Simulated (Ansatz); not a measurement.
**Work function of Zn(0001): what the settings cost and change**

How far do cutoff, k-mesh and smearing move the work function of Zn(0001)?

Main program and level: Ansatz 0.2.0; plane-wave DFT, PBE, Ansatz PAW.

Report form: inputs, costs, results and the conclusion, without the logs.

### 1. Starting point

The cell holds 7 atoms: 7 Zn. Cell: a = 2.660 Å, b = 2.660 Å, c = 32.811 Å, α = 90.0°, β = 90.0°, γ = 60.0°. Vacuum lies along c.

### 2. Run, setting cutoff 200 eV

A work function rests on the faint tail of the density, so the SCF threshold is tight. The cutoff is raised first; then mesh and smearing are varied at the default cutoff.

Contents of input.yaml:

```yaml
crystal:
  lattice:
    - [2.66, 0.0, 0.0]
    - [1.33, 2.3036275741, 0.0]
    - [0.0, 0.0, 32.81088]
  atoms:
    - { symbol: Zn, position: [0.0, 0.0, 0.2742992568] }
    - { symbol: Zn, position: [0.6666666667, 0.6666666667, 0.3495328379] }
    - { symbol: Zn, position: [0.0, 0.0, 0.4247664189] }
    - { symbol: Zn, position: [0.6666666667, 0.6666666667, 0.5] }
    - { symbol: Zn, position: [0.0, 0.0, 0.5752335811] }
    - { symbol: Zn, position: [0.6666666667, 0.6666666667, 0.6504671621] }
    - { symbol: Zn, position: [0.0, 0.0, 0.7257007432] }
kpoints:
  mp_grid: { grid: [18, 18, 1] }
hamiltonian:
  xc: pbe
scf:
  occupations: { method: fermi_dirac, width: 0.1 }
  convergence: { dr2_threshold: 1.0e-09 }
efield:
  axis: 3
  dipole_correction: true
  ramp_position: 0.97
  ramp_width: 0.06
basis:
  ecutwfc: "200 eV"
output:
  write_potential: true
  write_density: true
  volumetric_format: npy
  elf: true
```

Started as:

```
$ ansatz run input.yaml --threads 4 --pin off --max-ram 6144MiB --backend cpu --events-out ev --progress --plain --runs-dir out
```

The job ended after 16 s (4 threads of Arm Neoverse N1, shared host; peak memory 0.42 GiB; 48 s of CPU time).

This step gave:

| Quantity | Value |
| --- | --- |
| energy at zero smearing | -23186.4652 eV |
| work function, upper face | 4.430 eV |

Running mean over 2.468 Å of the planar mean; the ramp of the sawtooth is left out. Electron's electrostatic potential energy less the Fermi level against z:

z (Å), electron's electrostatic potential energy less the Fermi level (eV) and a bar from the least value:
```
        4       4.35 ##############################
        5       4.29 ##############################
        6       4.14 #############################
        7       3.13 ###########################
        8      -2.82 ##########
        9      -6.04 #
       10      -6.26 
       11      -6.31 
       12      -6.32 
       13      -6.35 
       14      -6.36 
       15      -6.36 
       16      -6.35 
       17      -6.35 
       18      -6.36 
       19      -6.36 
       20      -6.35 
       21      -6.31 
       22      -6.30 
       23      -6.24 
       24      -5.89 #
       25      -1.47 ##############
       26       3.53 ############################
       27       4.18 ##############################
       28       4.30 ##############################
       29       4.36 ##############################
```

Electrostatic potential energy in the ca plane at fractional y = 0.000, with atoms of Zn within 0.2 Å of it. With pseudopotentials it is smooth inside the atoms' cores, unlike the true potential.

Ten even steps from '0' (-37 eV) to '9' (8 eV), each cell a mean:
```
85100379998999730015899999985100379999999999
87323689888899852247898888997422589999999999
98767899866789987678987667898767899999999999
99888999854589998889987447899888999999999999
99888899865689988889987557899888899999999999
98544789877889874468998778998644789999999999
85201489988899841026899889986201479999999999
84000379999999720005899999985100279999999999
```
Columns run along c (16.0 Å, from fractional 0.39 to 0.88 of the cell; values clipped at the 3rd and 97th percentile), rows up along a (2.7 Å). Atoms in or near the plane, at fractional coordinates: Zn at (0.42, 0.00), Zn at (0.58, 0.00), Zn at (0.73, 0.00).

ELF in the ca plane at fractional y = 0.000, with atoms of Zn within 0.2 Å of it. It is the smooth field of the valence electrons, not physical close to the nuclei.

Ten even steps from '0' (0.00) to '9' (0.60), each cell a mean:
```
22000224567653220012256676522100222100000000
32212224323234222122342233432212323100000000
42233244233324323322422332242233243000000000
45444552233323554455422333245545762000000000
43333343233323433334422332243333453000000000
42222234223224222222432332342222223000000000
22100224544454220012254444522100223100000000
22000223699863210002257997512000122100000000
```
Columns run along c (16.0 Å, from fractional 0.39 to 0.88 of the cell), rows up along a (2.7 Å). Atoms in or near the plane, at fractional coordinates: Zn at (0.42, 0.00), Zn at (0.58, 0.00), Zn at (0.73, 0.00).

Valence density in the ca plane at fractional y = 0.000, with atoms of Zn within 0.2 Å of it. It is the smooth field of the valence electrons, not physical close to the nuclei.

Ten steps, logarithmic in the rise over the least value, from '0' (0 e/Å³) to '9' (33 e/Å³), each cell a mean:
```
12687310011100147852100110012587410000000000
01343210011101124431001111001344200000000000
01121100112110011211001221101121100000000000
01111100122210011110011221100011000000000000
00111100122110011110011221100111100000000000
01232100111110012321001111001232100000000000
12575210011100136742000111001476310000000000
13798310011100148962101111012698410000000000
```
Columns run along c (16.0 Å, from fractional 0.39 to 0.88 of the cell), rows up along a (2.7 Å). Atoms in or near the plane, at fractional coordinates: Zn at (0.42, 0.00), Zn at (0.58, 0.00), Zn at (0.73, 0.00).

The work function is 4.430 eV. The program marks this work function as in doubt.

### 3. Slab

input.yaml, as its differences from that of step 2:

```diff
@@ -26,3 +26,3 @@
 basis:
-  ecutwfc: "200 eV"
+  ecutwfc: "300 eV"
 output:
@@ -31,2 +31 @@
   volumetric_format: npy
-  elf: true
```

Elapsed: 25 s, on 4 threads; peak memory 0.54 GiB; 80 s of CPU time.

The work function is 4.140 eV, -0.290 eV from the run “cutoff 200 eV”, at 1.7 times its CPU time.

### 4. Run

input.yaml, as its differences from that of step 3:

```diff
@@ -26,3 +26,3 @@
 basis:
-  ecutwfc: "300 eV"
+  ecutwfc: "420 eV"
 output:
```

Wall time 34 s (4 threads); peak memory 0.73 GiB; 1.8 min of CPU time.

The work function is 4.140 eV, -0.290 eV from the run “cutoff 200 eV”, at 2.3 times its CPU time.

### 5. Slab

input.yaml, as its differences from that of step 4:

```diff
@@ -26,3 +26,3 @@
 basis:
-  ecutwfc: "420 eV"
+  ecutwfc: "600 eV"
 output:
```

Wall time 55 s (4 threads); peak memory 1.1 GiB.

The work function is 4.140 eV, +0.000 eV from the run “cutoff 420 eV”, at 1.7 times its CPU time.

### 6. Run

input.yaml, as its differences from that of step 5:

```diff
@@ -14,3 +14,3 @@
 kpoints:
-  mp_grid: { grid: [18, 18, 1] }
+  mp_grid: { grid: [3, 3, 1] }
 hamiltonian:
@@ -25,4 +25,2 @@
   ramp_width: 0.06
-basis:
-  ecutwfc: "600 eV"
 output:
```

Elapsed: 5.7 s, on 4 threads; peak memory 0.41 GiB.

The work function is 3.198 eV, -0.943 eV from the run “cutoff 420 eV”, at 0.098 times its CPU time.

### 7. Slab

input.yaml, as its differences from that of step 6:

```diff
@@ -14,3 +14,3 @@
 kpoints:
-  mp_grid: { grid: [3, 3, 1] }
+  mp_grid: { grid: [6, 6, 1] }
 hamiltonian:
```

Wall time 8.9 s (4 threads); peak memory 0.49 GiB.

The work function is 4.218 eV, +0.078 eV from the run “cutoff 420 eV”, at 0.20 times its CPU time.

### 8. Run

input.yaml, as its differences from that of step 7:

```diff
@@ -14,3 +14,3 @@
 kpoints:
-  mp_grid: { grid: [6, 6, 1] }
+  mp_grid: { grid: [12, 12, 1] }
 hamiltonian:
```

It took 19 s on 4 threads; peak memory 0.6 GiB; 59 s of CPU time.

The work function is 4.074 eV, -0.066 eV from the run “cutoff 420 eV”, at 0.54 times its CPU time.

### 9. Run

input.yaml, as its differences from that of step 8:

```diff
@@ -14,3 +14,3 @@
 kpoints:
-  mp_grid: { grid: [12, 12, 1] }
+  mp_grid: { grid: [27, 27, 1] }
 hamiltonian:
```

The job ended after 67 s (4 threads; peak memory 1 GiB; 3.8 min of CPU time).

The work function is 4.131 eV, -0.010 eV from the run “cutoff 420 eV”, at 2.1 times its CPU time.

### 10. Run

input.yaml, as its differences from that of step 9:

```diff
@@ -14,3 +14,3 @@
 kpoints:
-  mp_grid: { grid: [27, 27, 1] }
+  mp_grid: { grid: [18, 18, 1] }
 hamiltonian:
@@ -18,3 +18,3 @@
 scf:
-  occupations: { method: fermi_dirac, width: 0.1 }
+  occupations: { method: gaussian, width: 0.05 }
   convergence: { dr2_threshold: 1.0e-09 }
```

Wall time 34 s (4 threads); peak memory 0.73 GiB; 1.9 min of CPU time.

The work function is 4.168 eV, +0.028 eV from the run “cutoff 420 eV”, at 1.0 times its CPU time.

### 11. Run

input.yaml, as its differences from that of step 10:

```diff
@@ -18,3 +18,3 @@
 scf:
-  occupations: { method: gaussian, width: 0.05 }
+  occupations: { method: methfessel_paxton, width: 0.2 }
   convergence: { dr2_threshold: 1.0e-09 }
```

Elapsed: 33 s, on 4 threads; peak memory 0.73 GiB.

The work function is 4.163 eV, +0.022 eV from the run “cutoff 420 eV”, at 1.0 times its CPU time.

### 12. Run

input.yaml, as its differences from that of step 11:

```diff
@@ -18,3 +18,3 @@
 scf:
-  occupations: { method: methfessel_paxton, width: 0.2 }
+  occupations: { method: fermi_dirac, width: 0.3 }
   convergence: { dr2_threshold: 1.0e-09 }
```

It took 38 s on 4 threads; peak memory 0.77 GiB; 2.1 min of CPU time.

The work function is 4.126 eV, -0.014 eV from the run “cutoff 420 eV”, at 1.2 times its CPU time.

### 13. Slab

input.yaml, as its differences from that of step 12:

```diff
@@ -18,3 +18,3 @@
 scf:
-  occupations: { method: fermi_dirac, width: 0.3 }
+  occupations: { method: cold, width: 0.1 }
   convergence: { dr2_threshold: 1.0e-09 }
```

Elapsed: 33 s, on 4 threads; peak memory 0.73 GiB.

The work function is 4.186 eV, +0.045 eV from the run “cutoff 420 eV”, at 1.0 times its CPU time.

### 14. Side by side

Times are for 4 threads of Arm Neoverse N1, shared host. The runs compared:

| no. | setting | work function, upper face (eV) | time | memory (GiB) |
| --- | --- | --- | --- | --- |
| 1 | cutoff 200 eV | 4.430 | 16 s | 0.42 |
| 2 | cutoff 300 eV | 4.140 | 25 s | 0.54 |
| 3 | cutoff 420 eV | 4.140 | 34 s | 0.73 |
| 4 | cutoff 600 eV | 4.140 | 55 s | 1.1 |
| 5 | mesh 3x3 | 3.198 | 5.7 s | 0.41 |
| 6 | mesh 6x6 | 4.218 | 8.9 s | 0.49 |
| 7 | mesh 12x12 | 4.074 | 19 s | 0.6 |
| 8 | mesh 27x27 | 4.131 | 67 s | 1.0 |
| 9 | Gaussian smearing 0.05 eV | 4.168 | 34 s | 0.73 |
| 10 | methfessel_paxton smearing 0.2 eV | 4.163 | 33 s | 0.73 |
| 11 | fermi_dirac smearing 0.3 eV | 4.126 | 38 s | 0.77 |
| 12 | cold smearing 0.1 eV | 4.186 | 33 s | 0.73 |

### 15. A changed input

An input spoilt on purpose, to show how the run answers: it repeats the earlier run “cutoff 200 eV” with efield.amplitude to 1.5, and scf.max_iter set to 50; its output block differs too.

input.yaml, as its differences from that of step 13:

```diff
@@ -18,4 +18,5 @@
 scf:
-  occupations: { method: cold, width: 0.1 }
+  occupations: { method: fermi_dirac, width: 0.1 }
   convergence: { dr2_threshold: 1.0e-09 }
+  max_iter: 50
 efield:
@@ -25,2 +26,5 @@
   ramp_width: 0.06
+  amplitude: 1.5
+basis:
+  ecutwfc: "200 eV"
 output:
```

Run time: 17 s. Hardware: 4 threads; peak memory 0.4 GiB.

The fault (a field far too strong) makes this run a check alone; its numbers are not taken further.

### 16. Outcome

```
work function, cutoff 200 eV : 4.430 eV
work function, cutoff 420 eV : 4.140 eV
work function, cutoff 600 eV : 4.140 eV
work function, mesh 3x3      : 3.198 eV
```

In words: The run at the highest cutoff gives 4.14 eV, and the settings tried spread the value from 3.20 to 4.43 eV. Against 600 eV, a cutoff of 200 eV is off by +0.290 eV. Against 600 eV, a cutoff of 420 eV is off by -0.000 eV. Against the finest mesh, 27 points along a, the coarser ones are off by -0.93 (3), +0.09 (6) and -0.06 (12) eV. The smearing schemes and widths spread it over 0.06 eV. The program marks the value as in doubt in “cutoff 200 eV”. The ladder's slabs use the tabulated experimental lattice constant (two decimals; a low-temperature value for the alkali metals). In 2 runs of the series (cutoff 200 eV and cutoff 300 eV) the program warns that electrons reach the sawtooth's ramp, which makes dipole and work function less sure.

[Long decimals in the printed logs are rounded to 6 places.]

[Logs are printed without paths, hosts, clocks, repeated set-up lines and the standing remarks that a program may print on its own settings, such as how far it seeks lower states.]

[Hosts, paths, dates, database ids (printed as entryN), source tags and the programs' standing remarks are cut or masked in the printed files.]

[Maps of the electrostatic potential energy from Ansatz leave out the sawtooth potential of an applied field or a dipole correction, so their vacuum need not be flat; planar profiles and work functions include it.]
